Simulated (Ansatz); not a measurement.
# NaB (Fm-3m): a soft mode frozen in

Which phase does NaB (Fm-3m) fall into along its unstable mode, and how much energy does it gain?

Calculated with Ansatz 0.2.0; DFT PBEsol, scalar-relativistic, plane waves, PAW; PAW set soft_1.

## Step 1: Starting point

The structure is cubic, space group Fm-3m (No. 225). Conventional cell: a = 5.302 Å, b = 5.302 Å, c = 5.302 Å, α = 90.00°, β = 90.00°, γ = 90.00°. Nearest to Na lie 6 B at 2.65 Å. Nearest to B lie 6 Na at 2.65 Å. Farther neighbours are not listed.

## Step 2: Response at finite wavevector

The cell comes from relaxations at this level that are not shown. Stability and thermal properties need the whole zone. Linear response on a 4×4×4 q mesh gives force constants as far as a supercell of that size would.

The input, input.yaml:

```yaml
crystal:
  lattice:
    - [0.0, 2.6511930787, 2.6511930787]
    - [2.6511930787, 0.0, 2.6511930787]
    - [2.6511930787, 2.6511930787, 0.0]
  atoms:
    - { symbol: Na, position: [0.0, 0.0, 0.0] }
    - { symbol: B, position: [0.5, 0.5, 0.5] }
kpoints:
  mp_grid: { grid: [16, 16, 16] }
hamiltonian:
  xc: pbesol
  pseudopotentials: { kind: paw, azcp: { folder: soft_1 }, xc_functional: pbe }
scf:
  occupations: { method: methfessel_paxton, width: 0.2 }
output:
  eigenvalues: true
phonons:
  method: dfpt
  qmesh: [4, 4, 4]
  temperatures: { t_max: 1000, t_step: 50 }
  qpath:
    path:
      - [[0.0, 0.0, 0.0], [0.5, 0.0, 0.5], [0.625, 0.25, 0.625]]
      - [[0.375, 0.375, 0.75], [0.0, 0.0, 0.0], [0.5, 0.5, 0.5], [0.5, 0.25, 0.75], [0.5, 0.0, 0.5]]
    npoints: 10
```

Command:

```console
$ ansatz run input.yaml --threads 4 --pin off --max-ram 10240MiB --backend cpu --events-out ev --progress --plain --runs-dir out
```

Numbers of over 12 decimals in the logs are rounded to 6 here.

Output:

```text
Engine: ansatz 0.2.0, aarch64-unknown-linux-gnu
Pseudopotentials: kind: paw
Pseudopotential: Na, paw, valence charge 9, recommended cutoff 420 eV (normal), soft_1/Na.paw.azcp
Pseudopotential: B, paw, valence charge 3, recommended cutoff 420 eV (normal), soft_1/B.paw.azcp
Functional definition: PBEsol
  exchange = pbesol_x
  correlation = pbesol_c
Crystal: 2 atoms, lattice volume = 37.270 Å³
Basis set: ecut = 420 eV, 725 PW (Γ), exchange–correlation on 54×54×54 points (8 copies of the dense FFT grid, shifted against one another)
Bands: 10, of which v1, the nominal top of the filled ones, is band 6 counted from 1 (5 counted from 0)
Symmetry: 48 space group operations
k-points: 145 of 4096
Non-local potential: Na, projectors of the file, l = 0: 3, l = 1: 2, l = 2: 1
Non-local potential: B, projectors of the file, l = 0: 2, l = 1: 2, l = 2: 1
PAW form: soft (Blöchl's): semilocal exchange-correlation on the pseudo side does not see the compensation charge
PAW frozen core: Na, regenerated for the run's functional, and the local potential with it (the file was generated under x = pbe(κ = 0.804, μ = 0.219515), c = pbe(β = 0.066725))
PAW frozen core: B, regenerated for the run's functional, and the local potential with it (the file was generated under x = pbe(κ = 0.804, μ = 0.219515), c = pbe(β = 0.066725))
PAW one-centre angular grid: Na, 110 points (default); XC on 64 Gauss nodes
PAW one-centre angular grid: B, 110 points (default); XC on 64 Gauss nodes
Initial density: superposition of atomic densities (chi_scale 0.1, normalization cell, long waves kept (reshape's long-wave potential 0.00 eV rms))
Initial wavefunctions: pseudopotential atomic-orbital guess
Functional: x = pbesol(κ = 0.804, μ = 0.123457), c = pbesol(β = 0.046)
SCF iter   1: F=—  HF=-1624.707550 eV  |F-HF|=—  |Δ(HF+E_count)|=         —  Δρ=1.72e-2  dr2=8.18e-2  ethr=3.10e-3  ⟨swp⟩=5.3  Hψ=7992  notcnv=0
preconditioner: auto → none  [metal: Δε(μ)=0.064 eV  Ē_g=7.985 eV  σ=0.200 eV  W_gap=0.26  n_scr=8 (ndim 8)  ℏωp=12.2 eV  f_vac=0.000  D(μ)=1.13/eV (n_scr^D=8)  sad-step TF]
SCF iter   2: F=—  HF=-1624.684135 eV  |F-HF|=—  |Δ(HF+E_count)|=   2.34e-2  S|Δr|=    0.00e0  Δρ=7.23e-3  dr2=2.02e-2  ethr=6.82e-4  ⟨swp⟩=2.0  Hψ=3050  notcnv=0
SCF iter   3: F=—  HF=-1624.677397 eV  |F-HF|=—  |Δ(HF+E_count)|=   6.74e-3  S|Δr|=    0.00e0  Δρ=1.19e-3  dr2=4.24e-4  ethr=1.68e-4  ⟨swp⟩=2.9  Hψ=2267  notcnv=0
SCF iter   4: F=—  HF=-1624.677394 eV  |F-HF|=—  |Δ(HF+E_count)|=   3.89e-6  S|Δr|=    0.00e0  Δρ=3.49e-4  dr2=1.66e-5  ethr=3.54e-6  ⟨swp⟩=2.0  Hψ=1789  notcnv=0
SCF iter   5: F=—  HF=-1624.677406 eV  |F-HF|=—  |Δ(HF+E_count)|=   1.28e-5  S|Δr|=    0.00e0  Δρ=2.50e-5  dr2=1.55e-7  ethr=1.38e-7  ⟨swp⟩=2.0  Hψ=2303  notcnv=0
SCF iter   6: F=—  HF=-1624.677407 eV  |F-HF|=—  |Δ(HF+E_count)|=   1.02e-7  S|Δr|=    0.00e0  Δρ=2.34e-6  dr2=3.24e-9  ethr=1.29e-9  ⟨swp⟩=2.8  Hψ=2143  notcnv=0  defer=2
SCF iter   7: F=—  HF=-1624.677407 eV  |F-HF|=—  |Δ(HF+E_count)|=  9.40e-10  S|Δr|=    0.00e0  Δρ=1.88e-7  dr2=1.97e-11  ethr=2.70e-11  ⟨swp⟩=1.9  Hψ=1696  notcnv=0  defer=2
SCF iter   8: F=-1624.677407 eV  HF=-1624.677407 eV  |F-HF|=6.82e-13  |Δ(HF+E_count)|=  2.05e-12  S|Δr|=    0.00e0  Δρ=1.82e-8  dr2=6.71e-14  ethr=1.00e-12  ⟨swp⟩=6.8  Hψ=6718  notcnv=0
SCF 1 converged in 8 iterations: F = -1624.677407 eV  dr2 = 6.71e-14
  greatest PAW one-centre occupation: 0.999 electrons in one spin orbital (limit 2), on the Na atom at site 0 (counted from 0), in its partial waves of l = 0
Initial density: read from a saved state, or passed on in memory by an earlier SCF of this step, an earlier step, the calling program or the single point that the run made first
iter 1 solved again at ethr=2.38e-7 eV; its pass at ethr=3.10e-3 eV (dr2=2.86e-5 eV) is discarded
SCF iter   1: F=—  HF=-1624.677406 eV  |F-HF|=—  |Δ(HF+E_count)|=         —  Δρ=1.70e-6  dr2=4.97e-10  ethr=2.38e-7  ⟨swp⟩=3.1  Hψ=12383  notcnv=0
eigensolver tolerance schedule: the retry pair's looser diagonalisation over-reported the residual by 57544.78 of it (diagonalisation noise at an unbounded share of the residual, at the tolerance the schedule requests for it); recorded, not acted on — ethr = c·dr2/N_el stays at c = 1.0e-1
preconditioner: auto → none  [metal: Δε(μ)=0.009 eV  Ē_g=8.018 eV  σ=0.200 eV  W_gap=0.04  n_scr=8 (ndim 8)  ℏωp=12.2 eV  f_vac=0.000  D(μ)=1.14/eV (n_scr^D=8)]
SCF iter   2: F=—  HF=-1624.677407 eV  |F-HF|=—  |Δ(HF+E_count)|=   1.96e-7  S|Δr|=    0.00e0  Δρ=1.48e-6  dr2=3.97e-10  ethr=4.14e-12  ⟨swp⟩=3.2  Hψ=3195  notcnv=0
SCF iter   3: F=—  HF=-1624.677407 eV  |F-HF|=—  |Δ(HF+E_count)|=  1.80e-10  S|Δr|=    0.00e0  Δρ=7.72e-7  dr2=1.05e-10  ethr=3.31e-12  ⟨swp⟩=2.0  Hψ=2271  notcnv=0
SCF iter   4: F=—  HF=-1624.677407 eV  |F-HF|=—  |Δ(HF+E_count)|=  5.05e-11  S|Δr|=    0.00e0  Δρ=3.62e-7  dr2=2.25e-11  ethr=1.00e-12  ⟨swp⟩=2.5  Hψ=2319  notcnv=0
SCF iter   5: F=—  HF=-1624.677407 eV  |F-HF|=—  |Δ(HF+E_count)|=  4.55e-12  S|Δr|=    0.00e0  Δρ=2.99e-7  dr2=1.56e-11  ethr=1.00e-12  ⟨swp⟩=3.0  Hψ=4346  notcnv=0
SCF iter   6: F=-1624.677407 eV  HF=-1624.677407 eV  |F-HF|=7.05e-12  |Δ(HF+E_count)|=  5.23e-12  S|Δr|=    0.00e0  Δρ=1.98e-7  dr2=6.41e-12  ethr=1.00e-12  ⟨swp⟩=1.0  Hψ=3480  notcnv=0
SCF 2 converged in 6 iterations: F = -1624.677407 eV  dr2 = 6.41e-12
phonons: the bands overlap, so this run is a metal and interpolates without the dipole-dipole term. If the crystal is really an insulator or semiconductor, its LO-TO splitting is missing
NSCF: frozen V_eff on 145 k-points
WARN: eigensolver did not converge in 2 slots of this pass, the one above among them; of largest residual over every band (k=9): 1 band(s) unlocked (lowest unlocked band 9, counted from 0; max residual 4.66e-6 eV among the unlocked bands, 4.66e-6 eV over every band); of lowest unlocked band (k=9): band 9
NSCF: frozen V_eff on 349 k-points
DFPT response loops at q = (0, 0, 0) (fractional): preconditioner auto → Kerker (q_TF=auto, 2.259 Å⁻¹) (partly filled bands, converged f_vac=0.000); β = 1.00, the filter's whole step (`scf.mixing.beta` (0.50) is not read by the response loops under this deck's `scf.mixing.preconditioner`; to damp them name `kerker` or `kerker_dos`, under which they read `scf.mixing.beta`, and type it under 1.00, their step now; both keys bind the ground state too); Broyden in place of MSR1
NSCF: frozen V_eff on 4352 k-points
DFPT response loops at q = (0, 0, 0.25) (fractional): mixed as the last ones told, above
NSCF: frozen V_eff on 2196 k-points
DFPT response loops at q = (0, 0, -0.5) (fractional): mixed as the last ones told, above
NSCF: frozen V_eff on 2320 k-points
DFPT response loops at q = (0, 0.25, 0.25) (fractional): mixed as the last ones told, above
NSCF: frozen V_eff on 8192 k-points
DFPT response loops at q = (0, 0.25, -0.5) (fractional): mixed as the last ones told, above
NSCF: frozen V_eff on 4352 k-points
DFPT response loops at q = (0, 0.25, -0.25) (fractional): mixed as the last ones told, above
NSCF: frozen V_eff on 1242 k-points
DFPT response loops at q = (0, -0.5, -0.5) (fractional): mixed as the last ones told, above
NSCF: frozen V_eff on 2320 k-points
DFPT response loops at q = (0.25, -0.5, -0.25) (fractional): mixed as the last ones told, above
SCF converged after 8 iterations
Stability not checked: this state was not tested for a lower state beside it, because cold or Methfessel-Paxton smearing, or corrected tetrahedra, fill the levels in a way that the test cannot read (fill_not_monotonic; see scf.lower_state_search)
Free energy (F): -1624.677407 eV
Harris-Foulkes:  -1624.677407 eV  (|F-HF|=6.82e-13)
Internal energy: -1624.676225 eV  (E = F + TS)
E sigma→0 (E₀):  -1624.677111 eV
Entropy (-TS):   -0.001182 eV (-0.591 meV/atom)
Fermi energy:    2.816736 eV
--- Per-component energies (eV) ---
  E_band       = -217.568183
  E_kinetic    = 148.880713
  E_local      = -1526.456776  (includes V_loc(G=0)·N_el)
  E_nonlocal   = 291.696885
  E_hartree    = 523.765948
  E_xc         = -64.149663
  E_vxc        = -79.273811  (∫ρ·V_xc dr)
  E_paw        = -358.281323  (= ΣΔE_a)
  E_vpaw       = -99.947112  (= ΣTr[D̂ρ^β])
  E_aug_tail   = 0.000016  (compensation charges beyond the density's cutoff)
  E_ewald      = -640.201429
  E_core_change = 0.069405  (= ΣΔE_core)
  E_smearing   = -0.001182  (= −TS)
  E_closure    = 0.000000  (closes the sum)
  Σ components = -1624.677407   (vs F -1624.677407, Δ=0.00e0)
--- Band table (eV; the first three rows and the last of 145) ---
  k-point 0: bands = ["-47.9449", "-20.0322", "-20.0322", "-20.0322", "-4.4476", "5.3080", "5.3080", "5.3080", "10.6094", "13.0965"]
  k-point 1: bands = ["-47.9449", "-20.0341", "-20.0324", "-20.0324", "-4.3980", "5.1158", "5.2784", "5.2784", "10.7225", "12.7582"]
  k-point 2: bands = ["-47.9446", "-20.0395", "-20.0329", "-20.0329", "-4.2510", "4.6006", "5.1967", "5.1967", "10.9345", "12.3001"]
  k-point 144: bands = ["-47.9420", "-20.0623", "-20.0623", "-20.0496", "-1.7720", "2.2332", "2.2332", "3.3064", "11.6109", "12.0808"]
--- Phonons (Γ-DFPT): 2 representative perturbations + reference (Σ response iterations 6) ---
  ASR residual: 2.959e-5 → 0.000e0 eV/Å²; symmetrization residual: 5.689e-8 eV/Å²
  ASR residual per site (eV/Å²): 2.96e-5 2.07e-6
  Γ frequencies (cm⁻¹): 0.00 0.00 0.00 306.48 306.48 306.48
--- Phonons (arbitrary-q DFPT): 8 irreducible q on the 4×4×4 mesh ---
  q = [0.0000, 0.0000, 0.0000] (star 1, of the zone-centre solve; hermiticity 4.48e-8, symmetrization 2.95e-13): -0.00 0.00 0.00 306.48 306.48 306.48
  q = [0.0000, 0.0000, 0.2500] (star 8, 2 solved perturbations on 2176 of 4096 k-point pairs; hermiticity 2.17e-7, symmetrization 1.24e-12): 65.87 109.70 109.70 265.24 283.51 283.51
  q = [0.0000, 0.0000, -0.5000] (star 4, 2 solved perturbations on 1098 of 4096 k-point pairs; hermiticity 8.09e-14, symmetrization 8.83e-13): -39.16 182.26 182.26 198.92 236.86 236.86
  q = [0.0000, 0.2500, 0.2500] (star 6, 4 solved perturbations in 3616 linear systems a pass and spin channel, the states on 1160 of 4096 k-point pairs; hermiticity 2.15e-7, symmetrization 6.07e-13): -77.80 -77.80 183.10 216.15 302.64 302.64
  q = [0.0000, 0.2500, -0.5000] (star 24, 4 solved perturbations in 12544 linear systems a pass and spin channel, the states on 4096 of 4096 k-point pairs; hermiticity 2.67e-7, symmetrization 8.33e-13): -147.72 53.86 55.71 252.06 278.90 280.97
  q = [0.0000, 0.2500, -0.2500] (star 12, 4 solved perturbations in 6672 linear systems a pass and spin channel, the states on 2176 of 4096 k-point pairs; hermiticity 3.25e-7, symmetrization 6.81e-13): -113.75 145.40 181.05 193.69 240.80 300.34
  q = [0.0000, -0.5000, -0.5000] (star 3, 4 solved perturbations in 1940 linear systems a pass and spin channel, the states on 621 of 4096 k-point pairs; hermiticity 1.38e-7, symmetrization 7.81e-13): -209.70 -133.54 -133.54 282.57 304.16 304.16
  q = [0.2500, -0.5000, -0.2500] (star 6, 4 solved perturbations in 3498 linear systems a pass and spin channel, the states on 1160 of 4096 k-point pairs; hermiticity 1.04e-7, symmetrization 1.32e-12): -174.58 -174.58 187.02 207.90 288.37 288.37
  sum rule: each row above includes the acoustic sum rule's correction from the zone centre's row sums; it moved no ω² by more than (0.59 cm⁻¹)²
  mesh force constants: q→R imaginary residual 8.40e-18; ASR residual 2.959e-5 → 0.000e0 eV/Å²; symmetrization residual 2.887e-15 eV/Å²
  interpolated dispersion: 62 rows × 6 modes
  density of states and harmonic sums: on the 20×20×20 q-mesh, interpolated from the force constants of a 4×4×4 supercell (no non-analytic term)
  largest difference from the sums on the solved wave vectors: F 8.02e-2 eV, S 1.09e-4 and C_V 2.97e-5 eV/K
  zero-point energy: 0.060855 eV/cell   skipped modes (ω ≤ 0): 389, of them read as no rigid motion or as one in doubt: 386 (1.523e0 modes/cell left out, lowest -209.70 cm⁻¹)   left out of the sums: 2.54e-1 of the cell's modes: C_V's classical limit lies that fraction below 3 k_B per atom; for a crystal, a wire or a layer, F and S can be off by more, and a phonons.interpolated_qmesh denser along its periods is the remedy for the sampling
```

It took 3.8 min on 4 threads of Arm Neoverse V2, shared host; peak memory 3.2 GiB; 15 min of CPU time.

The column dr2 measures how far the density is from self-consistency, as an energy; F and HF (Harris–Foulkes) agree once it is small.

Numbers from this step:

- volume per atom: 18.63 Å³
- gap on the k-mesh: 0 eV
- sum-rule residual before enforcement: 2.96e-5 eV/Å²
- lowest frequency on the path: -209.7 cm⁻¹
- point group: m-3m
- highest frequency on the path or at a solved wavevector: 306.5 cm⁻¹
- highest optical mode at the zone centre (no LO-TO term): 306.5 cm⁻¹
- lowest optical zone-centre mode: 306.5 cm⁻¹
- lowest mode on the q mesh (acoustic modes at Γ apart): -209.7 cm⁻¹

Frequencies (cm⁻¹) solved at each irreducible wavevector; negative means imaginary. Frequencies by wavevector, by row:

```
q in reciprocal lattice units  star  mode 1  mode 2  mode 3  mode 4  mode 5  mode 6
                        0 0 0     1       0       0       0   306.5   306.5   306.5
                     0 0 0.25     8    65.9   109.7   109.7   265.2   283.5   283.5
                     0 0 -0.5     4   -39.2   182.3   182.3   198.9   236.9   236.9
                  0 0.25 0.25     6   -77.8   -77.8   183.1   216.2   302.6   302.6
                  0 0.25 -0.5    24  -147.7    53.9    55.7   252.1   278.9     281
                 0 0.25 -0.25    12  -113.8   145.4   181.1   193.7   240.8   300.3
                  0 -0.5 -0.5     3  -209.7  -133.5  -133.5   282.6   304.2   304.2
              0.25 -0.5 -0.25     6  -174.6  -174.6     187   207.9   288.4   288.4
```

Interpolated from a 4×4×4 q mesh. The phonon branches at the labelled points (cm⁻¹):

```
    point  branch 1  branch 2  branch 3  branch 4  branch 5  branch 6
        Γ         0         0         0       306       306       306
  halfway       -78       -78       183       216       303       303
        X      -210      -134      -134       283       304       304
  halfway      -204      -124      -115       283       293       298
        U      -186       -89        -8       264       281       286
jump to K      -186       -89        -8       264       281       286
  halfway       -80       135       163       229       259       304
        Γ         0         0         0       306       306       306
  halfway        66       110       110       265       284       284
        L       -39       182       182       199       237       237
  halfway      -139        38       188       195       268       278
        W      -175      -175       187       208       288       288
  halfway      -200      -147       -26       277       284       298
        X      -210      -134      -134       283       304       304
```

The phonon branches as a text plot (rows in cm⁻¹):

```
    296 |***********************************            *********
    274 |   *     **********     ***       ***       ****   *****
    253 |        *          ******           ***  ****      *
    231 |    ** *          *    *             * ***
    210 |      *            *  *               **       ****
    188 |      *             ***                 **********
    167 |    **              ** *              **  *       *
    145 |   *               ******            *     *
    124 |       *                            *              *
    102 |  *               *     ***        *        *
     81 |                   *     ***      *                 *
     59 |                           *     *****
     38 | *                          *   **    *      *
     16 |                               *
     -5 |**               *           **
    -27 |  *               *        **          *
    -48 |   *            *        **             **
    -70 |    ***                **                 *
    -91 |       **      ***    *                    *  *      *
   -113 |        ***   **    **                      *         *
   -134 |           ****    *                         * *     ***
   -156 |         **                                   **   **
   -177 |                 **                             ***
   -199 |           ******                                  *****
         Γ           X  U|K            Γ         L        W     X
```

Symmetry leaves 8 wavevectors to solve. The lowest mode among them, the acoustic zeros apart, lies at q = (0, -0.5, -0.5) and is imaginary, 209.7i cm⁻¹, so the energy falls along it.

## Step 3: The mode frozen in, largest atomic shift 0 Å

The mode followed lies at q = (0, -0.5, -0.5) with frequency 209.7i cm⁻¹, the softest among the wavevectors solved. At small amplitude the distorted cell has space group no. 129 by a symmetry search on the positions. The undistorted cell that holds it gives the zero of energy on the same k mesh.

System of this step: NaB. It takes space group Fm-3m (No. 225, cubic). The conventional cell has a = 5.302 Å, b = 5.302 Å, c = 5.302 Å, α = 90.00°, β = 90.00°, γ = 90.00°. Na has 6 B at 2.65 Å nearest. B has 6 Na at 2.65 Å nearest. Farther neighbours are not listed.

input.yaml, the sections that differ from step 2:

```yaml
crystal:
  lattice:
    - [0.0, -2.6511930787, -2.6511930787]
    - [0.0, 2.6511930787, -2.6511930787]
    - [5.3023861574, 0.0, 0.0]
  atoms:
    - { symbol: Na, position: [0.5, 0.5, 0.5] }
    - { symbol: Na, position: [0.0, 0.0, 0.0] }
    - { symbol: B, position: [0.5, 0.5, 0.0] }
    - { symbol: B, position: [0.0, 0.0, 0.5] }
kpoints:
  mp_grid: { grid: [12, 12, 8] }
output:
  forces: true
  stress: true
  eigenvalues: true
# hamiltonian, scf: as in step 2
# phonons: removed
```

Output:

```text
[...]
Crystal: 4 atoms, lattice volume = 74.539 Å³
Basis set: ecut = 420 eV, 1465 PW (Γ), exchange–correlation on 54×54×72 points (8 copies of the dense FFT grid, shifted against one another)
Bands: 16, of which v1, the nominal top of the filled ones, is band 12 counted from 1 (11 counted from 0)
Symmetry: 32 space group operations
[...]
k-points: 140 of 1152
[...]
k-point 0: bands = [... 8 lower, -4.4482, -1.8896, 1.2924, 3.8361, 3.8361, 5.3066, 5.3066, 5.3073, ... 4 higher]
  k-point 1: bands = [... 8 lower, -4.3822, -2.0637, 1.4910, 3.8786, 3.8786, 5.1285, 5.2296, 5.2296, ... 4 higher]
  k-point 2: bands = [... 8 lower, -4.1875, -2.4804, 1.9857, 4.0034, 4.0034, 4.6593, 5.0241, 5.0241, ... 4 higher]
  k-point 139: bands = [... 8 lower, -1.7730, -1.7730, 2.2323, 2.2323, 2.2323, 2.2323, 3.3060, 3.3060, ... 4 higher]
[key lines of the parts left out:]
SCF converged after 7 iterations
Free energy (F): -3249.357914 eV
Fermi energy:    2.809323 eV
P = ⅓ Tr σ = -0.0171 GPa (-0.171 kbar)
```

Run time: 2.4 s. Hardware: 4 threads; peak memory 0.44 GiB.

This step gave:

```
pressure                         : -0.01707 GPa
energy from the undistorted cell : 0 meV/atom
```

The run ends at a pressure of -0.02 GPa.

(Part 1 of 3 ends here.)

[Logs are printed without paths, hosts, clocks, repeated set-up lines and the standing remarks that a program may print on its own settings, such as how far it seeks lower states.]

[Hosts, paths, dates, database ids (printed as entryN), source tags and the programs' standing remarks are cut or masked in the printed files.]
